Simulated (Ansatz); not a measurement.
# Does disorder add resistance in series? Pt(111) layers displaced at 500 K

Two lengths of the disordered region are known. What area resistance does the third give?

How it was computed: Ansatz 0.2.0, plane waves with PAW datasets at their recommended cutoffs (420 eV for most), Fermi-Dirac smearing; ballistic transmission by layer matching. The area resistance is RA = A (h/2e²)(1/T − 1/N), with T the zone-mean transmission per spin and N the lead's channels, both averaged over a few energies near the Fermi level; for magnets each spin is taken apart, with h/e², and the two conduct in parallel. Lateral cell 2x2, PBE, a fresh random draw for each length. Atoms are displaced independently, by 0.0807 Å r.m.s. per direction; each RA is scaled by the nominal over the drawn mean square displacement.

Results; the value marked ? is to be predicted:

| length (Å) | channels N | RA (fΩ m²) |
| --- | --- | --- |
| 9.06 | 6.753 | 0.170 |
| 18.1 | 6.753 | 0.307 |
| 27.2 | 6.713 | ? |

**Estimate by hand.**

Ohm's law makes RA linear in the length: the slope is (0.307 − 0.170)/(18.1 − 9.06) = 0.0151 fΩ m² per Å, or 15 µΩ cm. Then 0.307 + 0.0151 × 9.06. Predicted: 0.444 fΩ m².

Check against the run:

0.492 fΩ m², so the prediction is 9.7 % too low. The three lengths together give 18 µΩ cm. The two increments are 0.14 and 0.18 fΩ m²; with one draw for each length, their difference can't be told from scatter.

**Limits.** The scatterers repeat sideways with the small cell. The slope is a raw one; a model of isotropic scattering puts it 1.03 times the bulk value over these lengths. Spin-orbit coupling is left out, which matters for Pt.
